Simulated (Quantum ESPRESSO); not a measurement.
# CrBr2: parallel and opposed starts

Wanted: the moments of CrBr2 and the energy of each order that was tried.

Main program and level: Quantum ESPRESSO 7.5; PBEsol; plane waves with GBRV 1.5 PBEsol potentials, no spin-orbit coupling.

This is a report of a sequence of runs, with most program output left out.

### 1. The structure

It takes space group C2/m (No. 12, monoclinic). The conventional cell has a = 7.489 Å, b = 3.662 Å, c = 6.507 Å, α = 90.00°, β = 96.41°, γ = 90.00°. Nearest to Cr lie 6 Br at 2.55 to 3.20 Å. Nearest to Br lie 3 Cr at 2.55 to 3.20 Å. Farther neighbours and most contacts between anions are not listed.

The cell comes from Materials Project 2023-11-01, a database of computed structures, and need not be the stable phase.

### 2. Run 1 (ferro +)

The signs are those of the starting moments on the seeded atoms, the atoms that are given a moment.

pw.in

```
&CONTROL
  calculation = 'scf'
  prefix = 'pwscf'
  outdir = './tmp'
  pseudo_dir = './pseudo'
  disk_io = 'nowf'
/
&SYSTEM
  ibrav = 0
  nat = 3
  ntyp = 2
  ecutwfc = 40
  ecutrho = 280
  nbnd = 23
  occupations = 'smearing'
  smearing = 'fd'
  degauss = 0.00367493
  nspin = 2
  starting_magnetization(1) = 0.2143
  starting_magnetization(2) = 0
/
&ELECTRONS
  conv_thr = 6d-09
  electron_maxstep = 150
  mixing_beta = 0.3
/
ATOMIC_SPECIES
Cr     51.9961 cr_pbesol_v1.5.uspp.F.UPF
Br     79.9040 br_pbesol_v1.4.uspp.F.UPF
CELL_PARAMETERS angstrom
   3.7446690000   -1.8310550000    0.0000000000
   3.7446690000    1.8310550000    0.0000000000
  -0.7268470000    0.0000000000    6.4659460000
ATOMIC_POSITIONS crystal
Cr      0.0000000000    0.0000000000    0.0000000000
Br      0.6457740000    0.6457740000    0.2332280000
Br      0.3542260000    0.3542260000    0.7667720000
K_POINTS automatic
6 6 6 0 0 0
```

On the command line:

```
> OMP_NUM_THREADS=1 mpirun -n 4 pw.x -nk 4 -in pw.in > pw.out
```

Run time: 41 s. Hardware: 4 MPI ranks of Arm Neoverse V2, shared host; peak memory 0.56 GiB; 2.8 min of CPU time.

Spin moment in the atom's sphere by atom:

| atom | spin moment in the atom's sphere (μB) |
| --- | --- |
| Cr1 | 3.51 |
| Br2 | -0.02 |
| Br3 | -0.02 |

Numbers from this step:

- smearing term TS: 4.34e-4 eV
- magnetization: 4 μB
- absolute magnetization: 4.219 μB
- final state: ferromagnetic

Spin density in the ac plane of the conventional cell at fractional y = 0.000, with atoms of Cr and Br within 0.2 Å of it.

Ten even steps from '_' (0.0 e/Å³) to '@' (4.2 e/Å³), each cell a mean:
```
@@--__________________________________::%%
::..__________________________________..::
__________________________________________
__________________________________________
__________________________________________
__________________________________________
__________________________________________
__________________________________________
__________________________________________
__________________________________________
__________________________________________
__________________________________________
__________________________________________
__________________________________________
__________________________________________
..________________________________________
++--__________________________________..--
@@**..________________________________::@@
```
Columns run along a (7.5 Å), rows up along c (6.5 Å), edges of the conventional cell, whose origin can differ from the input's. Atoms in or near the plane, at fractional coordinates: Cr at (0.00, 0.00), Br at (0.65, 0.23), Br at (0.35, 0.77).

Valence density in the ac plane of the conventional cell at fractional y = 0.000, with atoms of Cr and Br within 0.2 Å of it. It is the smooth field of the valence electrons, not physical close to the nuclei.

Ten steps, logarithmic in the rise over the least value, from '0' (0 e/Å³) to '9' (13 e/Å³), each cell a mean:
```
984111222211100001379
752112344321000001247
321123444431000001123
100124454431000000111
000134454431000000000
000124444421000000000
000012343210000000000
000001221100000000000
000000000000000000000
000000000000011100000
000000000001233210000
000000000012444421000
000000000024444431000
011000000124465432000
111100000124444431111
542100000123444321124
974100000112333211258
995100011111111101379
```
Columns run along a (7.5 Å), rows up along c (6.5 Å), edges of the conventional cell, whose origin can differ from the input's. Atoms in or near the plane, at fractional coordinates: Cr at (0.00, 0.00), Br at (0.65, 0.23), Br at (0.35, 0.77).

### 3. Run 2, typed as antiferro q=(0,1/2,0) +−

This order needs a doubled cell of 6 atoms. The wavevector q is in fractions of the reciprocal vectors of the crystal's primitive cell, as the cells of these inputs are built from it; moments change sign between cells as cos(2π q·R).

pw.in

```
&CONTROL
  calculation = 'scf'
  prefix = 'pwscf'
  outdir = './tmp'
  pseudo_dir = './pseudo'
  disk_io = 'nowf'
/
&SYSTEM
  ibrav = 0
  nat = 6
  ntyp = 3
  ecutwfc = 40
  ecutrho = 280
  nbnd = 38
  occupations = 'smearing'
  smearing = 'fd'
  degauss = 0.00367493
  nspin = 2
  starting_magnetization(1) = 0.2143
  starting_magnetization(2) = -0.2143
  starting_magnetization(3) = 0
/
&ELECTRONS
  conv_thr = 1.2d-08
  electron_maxstep = 150
  mixing_beta = 0.3
/
ATOMIC_SPECIES
Cr1    51.9961 cr_pbesol_v1.5.uspp.F.UPF
Cr2    51.9961 cr_pbesol_v1.5.uspp.F.UPF
Br     79.9040 br_pbesol_v1.4.uspp.F.UPF
CELL_PARAMETERS angstrom
   3.7446690000   -1.8310550000    0.0000000000
   7.4893380000    3.6621100000    0.0000000000
  -0.7268470000    0.0000000000    6.4659460000
ATOMIC_POSITIONS crystal
Cr1     0.0000000000    0.0000000000    0.0000000000
Cr2     0.0000000000    0.5000000000    0.0000000000
Br      0.6457740000    0.3228870000    0.2332280000
Br      0.6457740000    0.8228870000    0.2332280000
Br      0.3542260000    0.1771130000    0.7667720000
Br      0.3542260000    0.6771130000    0.7667720000
K_POINTS automatic
6 3 6 0 0 0
```

Run time: 3 min. Hardware: 4 MPI ranks; peak memory 1.1 GiB; 12 min of CPU time.

Spin moment in the atom's sphere by atom:

| atom | spin moment in the atom's sphere (μB) |
| --- | --- |
| Cr1 | 3.48 |
| Cr2 | -3.48 |
| Br3 | -0.01 |
| Br4 | 0.01 |
| Br5 | 0.01 |
| Br6 | -0.01 |

Numbers from this step:

- smearing term TS: 2.48e-4 eV
- magnetization: 0 μB
- absolute magnetization: 8.298 μB
- final state: antiferromagnetic

Spin density in the bc plane at fractional x = 0.000, with atoms of Cr within 0.2 Å of it.

Ten even steps from '_' (-4.1 e/Å³) to '@' (4.0 e/Å³), each cell a mean:
```
@@##++++++++++++====--__..====++++++++++++++%%
**++++++++++++++++====--======++++++++++++++**
++++++++++++++++++==========++++++++++++++++++
++++++++++++++++++++++++++++++++++++++++++++++
++++++++++++++++++++++++++++++++++++++++++++++
++++++++++++++++++++++++++++++++++++++++++++++
++++++++++++++++++++++++++++++++++++++++++++++
++++++++++++++++++++++++++++++++++++++++++++++
++++++++++++++++++++++++++++++++++++++++++++++
++++++++++++++++++++++++++++++++++++++++++++++
++++++++++++++++++++++++++++++++++++++++++++++
++++++++++++++++++++++++++++++++++++++++++++++
++++++++++++++++++++++++++++++++++++++++++++++
++++++++++++++++++++======++++++++++++++++++++
++++++++++++++++++==========++++++++++++++++++
##**++++++++++++====--::--====++++++++++++++**
@@##++++++++++++====::__..--====++++++++++**@@
```
Columns run along b (8.3 Å), rows up along c (6.5 Å). Atoms in or near the plane, at fractional coordinates: Cr at (0.00, 0.00), Cr at (0.50, 0.00).

Valence density in the bc plane at fractional x = 0.000, with atoms of Cr within 0.2 Å of it. It is the smooth field of the valence electrons, not physical close to the nuclei.

Ten steps, logarithmic in the rise over the least value, from '0' (0 e/Å³) to '9' (13 e/Å³), each cell a mean:
```
98410001148996210011269
64210111235653111111246
21101122222221011222222
00001222211100011222111
00001222110000011222110
00001111100000001111000
00000000000000000000000
00000000000000000000000
00000000000000000000000
00000000000000000000000
00001110000000011110000
00012211000000112210000
01122221000001122211000
11122221001111222211001
43222111112442222111123
97311100136885211101148
99411000149997310001269
```
Columns run along b (8.3 Å), rows up along c (6.5 Å). Atoms in or near the plane, at fractional coordinates: Cr at (0.00, 0.00), Cr at (0.50, 0.00).

### 4. Run 3 (antiferro q=(1/2,1/2,0) +−)

This order needs a doubled cell of 6 atoms.

pw.in

```
&CONTROL
  calculation = 'scf'
  prefix = 'pwscf'
  outdir = './tmp'
  pseudo_dir = './pseudo'
  disk_io = 'nowf'
/
&SYSTEM
  ibrav = 0
  nat = 6
  ntyp = 3
  ecutwfc = 40
  ecutrho = 280
  nbnd = 38
  occupations = 'smearing'
  smearing = 'fd'
  degauss = 0.00367493
  nspin = 2
  starting_magnetization(1) = 0.2143
  starting_magnetization(2) = -0.2143
  starting_magnetization(3) = 0
/
&ELECTRONS
  conv_thr = 1.2d-08
  electron_maxstep = 150
  mixing_beta = 0.3
/
ATOMIC_SPECIES
Cr1    51.9961 cr_pbesol_v1.5.uspp.F.UPF
Cr2    51.9961 cr_pbesol_v1.5.uspp.F.UPF
Br     79.9040 br_pbesol_v1.4.uspp.F.UPF
CELL_PARAMETERS angstrom
   7.4893380000   -3.6621100000    0.0000000000
   7.4893380000    0.0000000000    0.0000000000
  -0.7268470000    0.0000000000    6.4659460000
ATOMIC_POSITIONS crystal
Cr1     0.0000000000    0.0000000000    0.0000000000
Cr2     0.5000000000    0.0000000000    0.0000000000
Br      0.0000000000    0.6457740000    0.2332280000
Br      0.5000000000    0.6457740000    0.2332280000
Br      0.0000000000    0.3542260000    0.7667720000
Br      0.5000000000    0.3542260000    0.7667720000
K_POINTS automatic
3 6 6 0 0 0
```

Elapsed: 2.6 min, on 4 MPI ranks; peak memory 1.1 GiB; 10 min of CPU time.

Spin moment in the atom's sphere by atom:

| atom | spin moment in the atom's sphere (μB) |
| --- | --- |
| Cr1 | 3.49 |
| Cr2 | -3.49 |
| Br3 | 0.05 |
| Br4 | -0.05 |
| Br5 | 0.05 |
| Br6 | -0.05 |

This step gave:

| Quantity | Value |
| --- | --- |
| smearing term TS | 1.23e-4 eV |
| magnetization | 0 μB |
| absolute magnetization | 8.344 μB |
| final state | antiferromagnetic |

### 5. Run 4, typed as no spin polarisation

pw.in

```
&CONTROL
  calculation = 'scf'
  prefix = 'pwscf'
  outdir = './tmp'
  pseudo_dir = './pseudo'
  disk_io = 'nowf'
/
&SYSTEM
  ibrav = 0
  nat = 3
  ntyp = 2
  ecutwfc = 40
  ecutrho = 280
  nbnd = 21
  occupations = 'smearing'
  smearing = 'fd'
  degauss = 0.00367493
/
&ELECTRONS
  conv_thr = 6d-09
  electron_maxstep = 150
  mixing_beta = 0.3
/
ATOMIC_SPECIES
Cr     51.9961 cr_pbesol_v1.5.uspp.F.UPF
Br     79.9040 br_pbesol_v1.4.uspp.F.UPF
CELL_PARAMETERS angstrom
   3.7446690000   -1.8310550000    0.0000000000
   3.7446690000    1.8310550000    0.0000000000
  -0.7268470000    0.0000000000    6.4659460000
ATOMIC_POSITIONS crystal
Cr      0.0000000000    0.0000000000    0.0000000000
Br      0.6457740000    0.6457740000    0.2332280000
Br      0.3542260000    0.3542260000    0.7667720000
K_POINTS automatic
6 6 6 0 0 0
```

Wall time 22 s (4 MPI ranks); peak memory 0.45 GiB; 86 s of CPU time.

Read from the output:

```yaml
smearing_term_ts: 0.1035 eV
final_state: non-magnetic (no spin polarisation)
```

### 6. The states side by side

An order is kept where moments of 0.15 μB or more survive with the typed signs; meshes match where a doubled cell samples the same k points as the first cell.

Orders:

| start | final state | typed order kept | energy over the lowest (meV a seeded atom) | largest site moment (μB) | net moment (μB a cell of the first run) | mesh matched | CPU time (s) |
| --- | --- | --- | --- | --- | --- | --- | --- |
| ferro + | ferromagnetic | yes | 23.38 | 3.51 | 4 | yes | 165.3 |
| antiferro q=(0,1/2,0) +- | antiferromagnetic | yes | 0 | 3.475 | 0 | yes | 720.1 |
| antiferro q=(1/2,1/2,0) +- | antiferromagnetic | yes | 6.753 | 3.491 | 0 | yes | 621.2 |
| no spin polarisation | non-magnetic | - | 2358 | 0 | 0 | yes | 85.69 |

### 7. Couplings from the energies

E = −Σ J e·e over ordered pairs of unit vectors, so each pair counts twice. As many shells are taken as there are differences of energy, so the couplings are solved for and no residual tests the model; further shells are folded in, and shells whose pairs keep their relative signs in all orders cancel and are not probed. Couplings from the energies:

| pair | distance (Å) | neighbours an atom | J (meV) |
| --- | --- | --- | --- |
| Cr-Cr | 3.662 | 2 | -3.767 |
| Cr-Cr | 4.168 | 4 | -2.078 |

### 8. Summary of results

```json
{
 "lowest state found": "antiferromagnetic (from antiferro q=(0,1/2,0) +-)",
 "largest site moment": "3.48 μB",
 "next state with moments": "antiferromagnetic, 6.75 meV a seeded atom higher",
 "state without moments": "2358 meV a seeded atom higher",
 "J of the weightiest shell (Cr-Cr, 4.17 Å; E = −Σ J e·e, ordered pairs)": "-2.08 meV"
}
```

Forming the moments gains more than four times the spread of the orders, as local moments do. The largest moment changes by 0.99 % between the kept orders, as for well localised moments. Only these 4 starts were compared; other wavevectors, canted and longer-period orders were not. No Hubbard term acts here. In such compounds local and semilocal functionals without one often delocalise the d electrons, and can shrink or lose moments and miss the size, sign and order of the couplings.

[Logs and program files are shortened in this print: banners, set-up blocks, solver, clock and traceback lines can be left out without a mark of their own.]

[Logs are printed without paths, hosts, clocks, repeated set-up lines and the standing remarks that a program may print on its own settings, such as how far it seeks lower states.]

[Hosts, paths, dates, database ids (printed as entryN), source tags and the programs' standing remarks are cut or masked in the printed files.]

[Where a cell is said to come from a database of computed structures, the database is the Materials Project.]
